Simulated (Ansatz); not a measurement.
# ScB3 (built on the sites of a database entry of ScGa3): following an unstable mode, part 2 of 3

Which phase does ScB3 (built on the sites of a database entry of ScGa3) fall into along its unstable mode, and how much energy does it gain?

Ansatz 0.2.0; DFT LDA, scalar-relativistic, plane waves, norm-conserving pseudopotentials.

So far, highest frequency on the path or at a solved wavevector (cm⁻¹): step 2 (phonons on a q mesh) 645. Also lowest frequency on the path (cm⁻¹): step 2 -529.

The structure was built from a prototype and need not be the compound's stable phase.

**4. The mode frozen in, largest atomic shift 0.45 Å**

The atoms are moved along the unstable eigenvector, the largest shift by 0.45 Å, with the cell fixed.

input.yaml

```yaml
crystal:
  lattice:
    - [3.264037933, 3.264037933, 0.0]
    - [3.264037933, 0.0, 3.264037933]
    - [3.264037933, 0.0, -3.264037933]
  atoms:
    - { symbol: Sc, position: [0.0, 0.0, 0.0] }
    - { symbol: Sc, position: [0.0, 0.5, 0.5] }
    - { symbol: B, position: [0.5, 0.5689330224, 0.0689330224] }
    - { symbol: B, position: [0.5, -0.0689330224, 0.4310669776] }
    - { symbol: B, position: [0.1378660448, -0.0689330224, 0.4310669776] }
    - { symbol: B, position: [-0.1378660448, 0.5689330224, 0.0689330224] }
    - { symbol: B, position: [0.5, -0.0689330224, 1.0689330224] }
    - { symbol: B, position: [0.5, 0.5689330224, 0.4310669776] }
kpoints:
  mp_grid: { grid: [10, 10, 10] }
hamiltonian:
  xc: lda
  pseudopotentials: { kind: nc }
scf:
  occupations: { method: methfessel_paxton, width: 0.15 }
output:
  forces: true
  stress: true
  eigenvalues: true
```

The run is started by

```
$ ansatz run input.yaml --threads 4 --pin off --max-ram 7168MiB --backend cpu --events-out ev --progress --plain --runs-dir out
```

Numbers of over 12 decimals in the logs are rounded to 6 here.

Log:

```text
[...]
Crystal: 8 atoms, lattice volume = 69.550 Å³
Basis set: ecut = 1061.244064 eV, 5577 PW (Γ)
Bands: 28, of which v1, the nominal top of the filled ones, is band 20 counted from 1 (19 counted from 0)
Symmetry: 48 space group operations
[...]
k-points: 47 of 1000
[...]
k-point 0: bands = [... 16 lower, 9.5874, 9.5874, 11.0907, 11.0907, 11.0907, 16.2282, 16.2282, 16.2282, ... 4 higher]
  k-point 1: bands = [... 16 lower, 9.5223, 9.5223, 10.8615, 11.2999, 11.2999, 15.7870, 15.7870, 16.2774, ... 4 higher]
  k-point 2: bands = [... 16 lower, 9.4541, 9.4541, 10.3146, 11.7742, 11.7742, 14.9312, 14.9312, 16.4090, ... 4 higher]
  k-point 46: bands = [... 16 lower, 9.4812, 10.8006, 11.2938, 11.3176, 13.0994, 14.1280, 14.6943, 14.9375, ... 4 higher]
[key lines of the parts left out:]
SCF converged after 8 iterations
Free energy (F): -3114.000046 eV
Fermi energy:    12.114510 eV
P = ⅓ Tr σ = 31.8463 GPa (318.463 kbar)
```

Wall time 5.7 s (4 threads of Arm Neoverse V1, shared host); peak memory 0.58 GiB; 22 s of CPU time.

Numbers from this step:

```yaml
pressure: 31.85 GPa
energy_from_the_undistorted_cell: -326.4 meV/atom
```

The energy, extrapolated to zero smearing, is -326.42 meV/atom against the undistorted cell.

The run ends at a pressure of 31.85 GPa, with forces up to 2.4 eV/Å.

**5. Energy along the mode, all amplitudes (two of the runs are shown above)**

An imaginary frequency means negative curvature, so the energy should fall and then rise again as anharmonic terms take over.

Numbers from this step:

- depth at the lowest point sampled: 326.4 meV/atom
- largest atomic shift at that point: 0.45 Å

Energy from the parent against largest atomic shift:

```
largest atomic shift (Å)  energy from the parent (meV/atom)
                   0.000                                  0
                   0.040                              -7.26
                   0.080                              -28.2
                   0.140                              -82.3
                   0.220                               -185
                   0.320                               -326
                   0.450                               -326
                   0.600                                485
```

Displacement at unit largest shift by atom:

```
atom  x (Å)  y (Å)  z (Å)  size
 Sc1   0.00   0.00   0.00  0.00
 Sc2   0.00   0.00   0.00  0.00
  B3   1.00   0.00   0.00  1.00
  B4  -1.00   0.00   0.00  1.00
  B5   0.00   1.00   0.00  1.00
  B6   0.00  -1.00   0.00  1.00
  B7   0.00   0.00  -1.00  1.00
  B8   0.00   0.00   1.00  1.00
```

The lowest of the steps tried is at 0.45 Å, 326 meV/atom below the parent; the bottom of the well need not coincide with a step.

**6. Relaxing from the distorted cell**

Starting from the lowest point found, all atoms and the cell are let go, so that strain and other modes of the same symmetry can join in.

input.yaml, as its differences from that of step 4:

```diff
@@ -25 +25,10 @@
   eigenvalues: true
+  write_density: true
+  write_potential: true
+  elf: true
+  volumetric_format: npy
+relax:
+  adjacent_minimum: "off"
+  f_tol: 0.002
+  max_steps: 120
+  cell: { stress_tol: 0.03 }
```

Log:

```text
[...]
Crystal: 8 atoms, lattice volume = 69.550 Å³
Basis set: ecut = 1061.244064 eV, 5577 PW (Γ)
Bands: 28, of which v1, the nominal top of the filled ones, is band 20 counted from 1 (19 counted from 0)
Symmetry: 48 space group operations
[...]
k-points: 47 of 1000
[...]
SCF iter   1: F=—  HF=-3116.757052 eV  |F-HF|=—  |Δ(HF+E_count)|=         —  Δρ=6.81e-2  dr2=8.22e0  ethr=3.10e-3  ⟨swp⟩=6.8  Hψ=6998  notcnv=0  defer=1
[...]
SCF iter   8: F=-3114.000046 eV  HF=-3114.000046 eV  |F-HF|=8.34e-9  |Δ(HF+E_count)|=   4.80e-7  S|Δr|=    0.00e0  Δρ=4.78e-6  dr2=1.39e-8  ethr=2.50e-10  ⟨swp⟩=19.2  Hψ=13322  notcnv=0
SCF 1 converged in 8 iterations: F = -3114.000046 eV  dr2 = 1.39e-8
relax step   1: F+E_penalty+E_count = -3114.00004578 eV  Δ(F+E_penalty+E_count) = +0.000e0 eV  max|allowed force component| = 2.363e0 eV/Å  Δτ_max = 0.0000 Å  P = +31.846 GPa  Ω = 69.550 Å³  (8 SCF iters, dr2 threshold 1.00e-7 eV, accepted)
Crystal: 8 atoms, lattice volume = 76.751 Å³
Basis set: ecut = 1061.244064 eV, 5985 PW (Γ)
[...]
SCF iter   6: F=-3114.720290 eV  HF=-3114.720291 eV  |F-HF|=4.94e-7  |Δ(HF+E_count)|=   8.39e-7  S|Δr|=    0.00e0  Δρ=4.29e-5  dr2=7.69e-7  ethr=2.00e-9  ⟨swp⟩=16.8  Hψ=13351  notcnv=0
SCF 2 converged in 6 iterations: F = -3114.720290 eV  dr2 = 7.69e-7
relax step   2: F+E_penalty+E_count = -3114.72029038 eV  Δ(F+E_penalty+E_count) = -7.202e-1 eV  max|allowed force component| = 1.622e0 eV/Å  Δτ_max = 0.0151 Å  P = +10.092 GPa  Ω = 76.751 Å³  energy of the carried Pulay correction = -3.960e-3 eV  (6 SCF iters, dr2 threshold 8.00e-7 eV, accepted)
Crystal: 8 atoms, lattice volume = 78.468 Å³
Basis set: ecut = 1061.244064 eV, 6183 PW (Γ)
[...]
SCF iter   7: F=-3114.936121 eV  HF=-3114.936121 eV  |F-HF|=5.48e-8  |Δ(HF+E_count)|=   4.91e-7  S|Δr|=    0.00e0  Δρ=8.49e-6  dr2=8.70e-8  ethr=2.00e-9  ⟨swp⟩=16.7  Hψ=11995  notcnv=0
SCF 3 converged in 7 iterations: F = -3114.936121 eV  dr2 = 8.70e-8
relax step   3: F+E_penalty+E_count = -3114.93612101 eV  Δ(F+E_penalty+E_count) = -2.158e-1 eV  max|allowed force component| = 3.449e-1 eV/Å  Δτ_max = 0.0260 Å  P = +1.633 GPa  Ω = 78.468 Å³  energy of the carried Pulay correction = -4.847e-3 eV  (7 SCF iters, dr2 threshold 8.00e-7 eV, accepted)
[...]
relax step   4: F+E_penalty+E_count = -3114.94681481 eV  Δ(F+E_penalty+E_count) = -1.069e-2 eV  max|allowed force component| = 4.418e-2 eV/Å  Δτ_max = 0.0082 Å  P = +0.111 GPa  Ω = 78.640 Å³  energy of the carried Pulay correction = -4.935e-3 eV  (6 SCF iters, dr2 threshold 8.00e-7 eV, accepted)
[...]
relax step   5: F+E_penalty+E_count = -3114.94703007 eV  Δ(F+E_penalty+E_count) = -2.153e-4 eV  max|allowed force component| = 1.121e-5 eV/Å  Δτ_max = 0.0015 Å  P = +0.002 GPa  Ω = 78.601 Å³  energy of the carried Pulay correction = -4.915e-3 eV  (4 SCF iters, dr2 threshold 1.22e-7 eV, accepted)
[...]
relax step   6: F+E_penalty+E_count = -3114.95726758 eV  Δ(F+E_penalty+E_count) = -1.024e-2 eV  max|allowed force component| = 1.088e-3 eV/Å  Δτ_max = 0.0000 Å  P = +0.212 GPa  Ω = 78.601 Å³  stress off target by 2.12e-1 GPa  SCF on the basis re-selected at this cell (its energy is not comparable with the rows above)  (6 SCF iters)
[...]
relax step   7: F+E_penalty+E_count = -3114.95728680 eV  Δ(F+E_penalty+E_count) = -1.921e-5 eV  max|allowed force component| = 6.952e-4 eV/Å  Δτ_max = 0.0004 Å  P = +0.029 GPa  Ω = 78.704 Å³  energy of the carried Pulay correction = -5.633e-5 eV  (4 SCF iters, dr2 threshold 1.13e-7 eV, accepted)
[...]
SCF iter   5: F=-3114.957335 eV  HF=-3114.957335 eV  |F-HF|=6.82e-12  |Δ(HF+E_count)|=  5.23e-11  S|Δr|=    0.00e0  Δρ=1.47e-7  dr2=1.15e-11  ethr=1.00e-12  ⟨swp⟩=8.1  Hψ=8366  notcnv=0
SCF 8 converged in 5 iterations: F = -3114.957335 eV  dr2 = 1.15e-11
relax step   8: F+E_penalty+E_count = -3114.95733460 eV  Δ(F+E_penalty+E_count) = -4.781e-5 eV  max|allowed force component| = 6.957e-4 eV/Å  Δτ_max = 0.0000 Å  P = +0.029 GPa  Ω = 78.704 Å³  stress off target by 2.90e-2 GPa  SCF on the basis re-selected at this cell (its energy is not comparable with the rows above)  (5 SCF iters)
[...]
SCF converged after 5 iterations
[...]
Free energy (F): -3114.957335 eV
[...]
Internal energy: -3114.958411 eV  (E = F + TS)
E sigma→0 (E₀):  -3114.957604 eV
Entropy (-TS):   0.001076 eV (0.135 meV/atom)
Fermi energy:    10.531613 eV
[...]
--- Forces (eV/Å), atoms counted from 1 ---
  atom   1  Sc    -0.00000000    -0.00000000     0.00000000
  atom   2  Sc     0.00000000    -0.00000000    -0.00000000
  atom   3  B     -0.00069575     0.00000000    -0.00000000
  atom   4  B      0.00069575    -0.00000000     0.00000000
  atom   5  B      0.00000000    -0.00069575     0.00000000
  atom   6  B     -0.00000000     0.00069575    -0.00000000
  atom   7  B     -0.00000000     0.00000000     0.00069575
  atom   8  B      0.00000000     0.00000000    -0.00069575
  max |Σ_I F_I| component: 1.62e-17 eV/Å
--- Stress (GPa, compression-positive) ---
        0.028988       0.000000       0.000000
        0.000000       0.028988       0.000000
        0.000000       0.000000       0.028988
  P = ⅓ Tr σ = 0.0290 GPa (0.290 kbar)
--- Band table (eV; the first three rows and the last of 47) ---
  k-point 0: bands = [... 16 lower, 8.0832, 8.0832, 9.5409, 9.5409, 9.5409, 14.1880, 14.1880, 14.1880, ... 4 higher]
  k-point 1: bands = [... 16 lower, 8.0087, 8.0087, 9.3419, 9.7471, 9.7471, 13.7959, 13.7959, 14.2363, ... 4 higher]
  k-point 2: bands = [... 16 lower, 7.9225, 7.9225, 8.8718, 10.2097, 10.2097, 13.0175, 13.0175, 14.3675, ... 4 higher]
  k-point 46: bands = [... 16 lower, 7.9671, 9.2649, 9.7293, 9.8144, 11.5028, 12.4070, 12.6605, 13.0511, ... 4 higher]
--- Relaxed structure (6 steps of the walk, 6 accepted, 2 SCFs on fresh bases) ---
  F+E_penalty+E_count = -3114.95733460 eV   max|allowed force component| = 6.957e-4 eV/Å   (the final SCF, on the basis selected at the relaxed cell)
  cell:  # Å, volume = 78.7044 Å³
    - [3.401389, 3.401389, 0]
    - [3.401389, 0, 3.401389]
    - [3.401389, 0, -3.401389]
  atoms:
    - { symbol: Sc, position: [8.615553625933543e-19, -2.605426457963028e-19, -3.93409014967326e-19] }
    - { symbol: Sc, position: [8.615553625933543e-19, 0.5, 0.5] }
    - { symbol: B, position: [0.5, 0.565846, 0.065846] }
    - { symbol: B, position: [0.5, -0.065846, 0.434154] }
    - { symbol: B, position: [0.131692, -0.065846, 0.434154] }
    - { symbol: B, position: [-0.131692, 0.565846, 0.065846] }
    - { symbol: B, position: [0.5, -0.065846, 1.065846] }
    - { symbol: B, position: [0.5, 0.565846, 0.434154] }
```

Wall time 49 s (4 threads); peak memory 0.67 GiB; 3.2 min of CPU time.

Relaxation path:

```
step  energy less that of the first step (eV)  largest force component (eV/Å)  pressure (GPa)  volume (Å³)
   1                                   0.0000                          2.3634           31.85        69.55
   2                                  -0.7202                          1.6221           10.09        76.75
   3                                  -0.9361                          0.3449            1.63        78.47
   4                                  -0.9468                          0.0442            0.11        78.64
   5                                  -0.9470                          0.0000            0.00        78.60
  6*                                  -0.9572                          0.0011            0.21        78.60
   7                                  -0.9572                          0.0007            0.03        78.70
  8*                                  -0.9573                          0.0007            0.03        78.70
```

Relaxation steps marked * repeat the geometry before them on a plane-wave basis chosen anew for their cell, so energy and pressure can jump there.

The run keeps the 48 symmetry operations that it works with, so distortions that break them were not tested.

```
conventional cell, symmetrised  before  after   change
                         a (Å)   6.528  6.803   +4.2 %
                         b (Å)   6.528  6.803   +4.2 %
                         c (Å)   6.528  6.803   +4.2 %
              volume (Å³/atom)    8.69   9.84  +13.2 %
```

The atoms that moved most (Å, as changes of fractional coordinates times the final cell):

```
atom      dx      dy      dz  length
  B3  -0.021   0.000   0.000   0.021
  B5   0.000  -0.021   0.000   0.021
  B6   0.000   0.021   0.000   0.021
  B8   0.000   0.000  -0.021   0.021
  B7   0.000   0.000   0.021   0.021
  B4   0.021   0.000   0.000   0.021
```

Numbers from this step:

```yaml
pressure: 0.02899 GPa
volume_per_atom: 9.838 Å³
```

Valence density in the ac plane of a cell with a along [110], b along [-110] and c along [001] of the cube at fractional y = 0.000, with atoms of Sc and B within 0.2 Å of it. It is the smooth field of the valence electrons, not physical close to the nuclei.

Ten steps, logarithmic in the rise over the least value, from '_' (0.0 e/Å³) to '@' (5.8 e/Å³), each cell a mean:
```
____....::::::::::::....________..::::::::::::::..____
........::::----::::......__......::::------::::......
::::::::--++####++--::::::::::::::::==**##**==::::::::
==----::==%%@@@@%%==::----==----::--**@@@@@@**--::----
++==----++@@@@@@@@++--====++++==--==##@@%%@@##==--==++
==++==--++%%@@@@%%==--==++==++++==--**@@@@@@**--==++++
++++++==--++####++--==++++++++++==--==**##**==--==++++
++++++==------------==++++++++++++==----------==++++++
++++++++==--::::--==++++++++++++++==--::::::--==++++++
==++++++==--::::--==++++++==++++++==--::::::--==++++++
++++++====--::::--====++++++++++++==--::::----==++++++
++++++==--==++++==--==++++++++++====--==++==--====++++
==++==--==##@@@@##==--==++==++++==--++%%@@%%++--==++++
==++==--++@@@@@@@@++--==++==++==--==##@@@@@@##==--==++
====----++@@@@@@@@++----========----##@@@@@@##----====
----::::==##@@@@##--::::------::::::++%%@@%%++::::::--
........::==++++==::..............::--==++==--::......
____....::::::::::::....______....::::::::::::::....__
____....::::::::::::....________..::::::::::::::..____
```
Columns run along a (9.6 Å), rows up along c (6.8 Å), edges of the conventional cell, whose origin can differ from the input's. Atoms in or near the plane, at fractional coordinates: Sc at (0.25, 0.75), Sc at (0.75, 0.75), Sc at (0.25, 0.25), Sc at (0.75, 0.25), B at (0.00, 0.68), B at (0.50, 0.68), B at (0.00, 0.32), B at (0.50, 0.32).

Electrostatic potential energy in the ac plane of a cell with a along [110], b along [-110] and c along [001] of the cube at fractional y = 0.000, with atoms of Sc and B within 0.2 Å of it. With pseudopotentials it is smooth inside the atoms' cores, unlike the true potential.

Values in eV, 10 rows by 16 columns, each cell a mean:
```
 16  15  13  10   9  12  15  16  16  15  13  10   9  12  15  16
 11  13   6 -27 -38   1  12  12  11  13   6 -27 -38   1  12  12
-27   5   0 -73 -91 -11   7 -17 -27   5   0 -73 -91 -11   7 -17
-32   3   7 -11 -18   4   7 -21 -32   3   7 -11 -18   4   7 -21
  4   4   8  11  11   9   4   4   4   4   8  11  11   9   4   4
  1   5   8   9   9   9   6   2   1   5   8   9   9   9   6   2
-42   2   5 -27 -38   0   7 -28 -42   2   5 -27 -38   0   7 -28
-14   7   0 -73 -91 -11   8  -7 -14   7   0 -73 -91 -11   8  -7
 14  14   8 -11 -18   5  13  14  14  14   8 -11 -18   5  13  14
 16  15  14  11  11  13  15  16  16  15  14  11  11  13  15  16
```
Columns run along a (9.6 Å; values clipped at the 3rd and 97th percentile), rows up along c (6.8 Å), edges of the conventional cell, whose origin can differ from the input's. Atoms in or near the plane, at fractional coordinates: Sc at (0.25, 0.75), Sc at (0.75, 0.75), Sc at (0.25, 0.25), Sc at (0.75, 0.25), B at (0.00, 0.68), B at (0.50, 0.68), B at (0.00, 0.32), B at (0.50, 0.32).

ELF in the ac plane of a cell with a along [110], b along [-110] and c along [001] of the cube at fractional y = 0.000, with atoms of Sc and B within 0.2 Å of it. It is the smooth field of the valence electrons, not physical close to the nuclei.

Values, 10 rows by 16 columns, each cell a mean:
```
0.09 0.17 0.24 0.17 0.16 0.22 0.20 0.10 0.09 0.17 0.24 0.17 0.16 0.22 0.20 0.10
0.59 0.37 0.18 0.58 0.64 0.26 0.27 0.56 0.59 0.37 0.18 0.58 0.64 0.26 0.27 0.56
0.38 0.55 0.31 0.67 0.56 0.47 0.43 0.48 0.38 0.55 0.31 0.67 0.56 0.47 0.43 0.48
0.28 0.63 0.31 0.42 0.49 0.27 0.58 0.41 0.28 0.63 0.31 0.42 0.49 0.27 0.58 0.41
0.46 0.67 0.65 0.30 0.23 0.58 0.70 0.52 0.46 0.67 0.65 0.30 0.23 0.58 0.70 0.52
0.48 0.67 0.58 0.24 0.19 0.49 0.69 0.54 0.48 0.67 0.58 0.24 0.19 0.49 0.69 0.54
0.20 0.59 0.27 0.57 0.63 0.29 0.53 0.35 0.20 0.59 0.27 0.57 0.63 0.29 0.53 0.35
0.52 0.53 0.30 0.67 0.55 0.47 0.40 0.58 0.52 0.53 0.30 0.67 0.55 0.47 0.40 0.58
0.46 0.30 0.15 0.44 0.50 0.19 0.23 0.43 0.46 0.30 0.15 0.44 0.50 0.19 0.23 0.43
0.05 0.16 0.28 0.20 0.18 0.27 0.21 0.07 0.05 0.16 0.28 0.20 0.18 0.27 0.21 0.07
```
Columns run along a (9.6 Å), rows up along c (6.8 Å), edges of the conventional cell, whose origin can differ from the input's. Atoms in or near the plane, at fractional coordinates: Sc at (0.25, 0.75), Sc at (0.75, 0.75), Sc at (0.25, 0.25), Sc at (0.75, 0.25), B at (0.00, 0.68), B at (0.50, 0.68), B at (0.00, 0.32), B at (0.50, 0.32).

The distorted start has space group Fm-3m; the relaxation ends in Fm-3m.

**7. The new phase in its own primitive cell**

The relaxed structure is symmetrised, reduced to its primitive cell and relaxed tightly, as its phonons need.

input.yaml

```yaml
crystal:
  lattice:
    - [0.0, 3.4013888438, 3.4013888438]
    - [3.4013888438, 0.0, 3.4013888438]
    - [3.4013888438, 3.4013888438, 0.0]
  atoms:
    - { symbol: Sc, position: [0.75, 0.75, 0.75] }
    - { symbol: Sc, position: [0.25, 0.25, 0.25] }
    - { symbol: B, position: [0.6841538421, 0.3158461579, 0.3158461579] }
    - { symbol: B, position: [0.3158461579, 0.6841538421, 0.6841538421] }
    - { symbol: B, position: [0.3158461579, 0.6841538421, 0.3158461579] }
    - { symbol: B, position: [0.6841538421, 0.3158461579, 0.6841538421] }
    - { symbol: B, position: [0.6841538421, 0.6841538421, 0.3158461579] }
    - { symbol: B, position: [0.3158461579, 0.3158461579, 0.6841538421] }
kpoints:
  mp_grid: { grid: [8, 8, 8] }
hamiltonian:
  xc: lda
  pseudopotentials: { kind: nc }
scf:
  occupations: { method: methfessel_paxton, width: 0.15 }
output:
  forces: true
  stress: true
  eigenvalues: true
relax:
  adjacent_minimum: "off"
  f_tol: 0.001
  max_steps: 60
  cell: { stress_tol: 0.01 }
```

Log:

```text
[...]
Crystal: 8 atoms, lattice volume = 78.704 Å³
Basis set: ecut = 1061.244064 eV, 6183 PW (Γ)
Bands: 28, of which v1, the nominal top of the filled ones, is band 20 counted from 1 (19 counted from 0)
Symmetry: 48 space group operations
[...]
k-points: 29 of 512
[...]
- [3.402594, 3.402594, 0]
  atoms:
    - { symbol: Sc, position: [0.75, 0.75, 0.75] }
    - { symbol: Sc, position: [0.25, 0.25, 0.25] }
    - { symbol: B, position: [0.684023, 0.315977, 0.315977] }
    - { symbol: B, position: [0.315977, 0.684023, 0.684023] }
    - { symbol: B, position: [0.315977, 0.684023, 0.315977] }
    - { symbol: B, position: [0.684023, 0.315977, 0.684023] }
    - { symbol: B, position: [0.684023, 0.684023, 0.315977] }
    - { symbol: B, position: [0.315977, 0.315977, 0.684023] }
[key lines of the parts left out:]
SCF converged after 5 iterations
Free energy (F): -3114.951434 eV
Fermi energy:    10.531117 eV
P = ⅓ Tr σ = 0.0014 GPa (0.014 kbar)
```

Run time: 18 s. Hardware: 4 threads; peak memory 0.59 GiB; 69 s of CPU time.

Little changed from the start: no atom moved by 0.005 Å and no cell edge by 0.1 %.

Numbers from this step:

- pressure: 0.001445 GPa
- volume per atom: 9.849 Å³

The largest force component left is 0.034 meV/Å and the pressure is 0.001 GPa, within the tolerances set. The cell now holds 9.85 Å³/atom.

(Continued in part 3 of 3.)

[Logs are printed without paths, hosts, clocks, repeated set-up lines and the standing remarks that a program may print on its own settings, such as how far it seeks lower states.]

[Hosts, paths, dates, database ids (printed as entryN), source tags and the programs' standing remarks are cut or masked in the printed files.]
